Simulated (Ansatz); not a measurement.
Two G0W0 runs on MgH2 (P4_2/mnm).

```
Mg H
1.0
     4.51680    0.00000    0.00000
     0.00000    4.51680    0.00000
     0.00000    0.00000    3.02050
Mg H
2 4
Direct
  0.00000 0.00000 0.00000
  0.50000 0.50000 0.50000
  0.30600 0.30600 0.00000
  0.19400 0.80600 0.50000
  0.69400 0.69400 0.00000
  0.80600 0.19400 0.50000
```

The cell and positions come from the Crystallography Open Database and are kept as given unless a step says otherwise.

The first (Ansatz 0.2.0; start PBE with 50 % screened exact exchange, 4×4×4 mesh, 257 empty bands, screening to 150 eV, PAW set soft_1 files; 1 × NVIDIA H100 80GB HBM3 (shared by 6 runs) with 2 threads of AMD EPYC 7R13 (Zen 3), shared host) gave, on its mesh: starting gap 6.20 eV, G0W0 gap 7.17 eV, RPA ε∞ (mean) 2.73, 22 s.

**Question.** The second changes start from PBE with 50 % screened exact exchange to PBE with 60 % screened exact exchange. What does it give?

It gave: starting gap 6.68 eV, G0W0 gap 7.38 eV, RPA ε∞ (mean) 2.61, 26 s. The G0W0 gap moves by +0.21 eV, +0.48 eV from the start and −0.27 eV from the correction. Σc changes by −0.09 eV at the valence top and +0.07 eV at the conduction bottom, and Σx − Vxc between them by −0.43 eV.

Limits: not at the basis limit; coarse k mesh.

[Paths, hosts, dates, memory and timing lines, banners, echoed tables and standing remarks are left out of the program output.]

[Logs are printed without paths, hosts, clocks, repeated set-up lines and the standing remarks that a program may print on its own settings, such as how far it seeks lower states.]

[Runs of the session that timed out or met a known fault of the program may be left out.]

[Cells called generated may have been cut or substituted from an entry of the Crystallography Open Database or the Materials Project.]

[Hosts, paths, dates, database ids (printed as entryN), source tags and the programs' standing remarks are cut or masked in the printed files.]
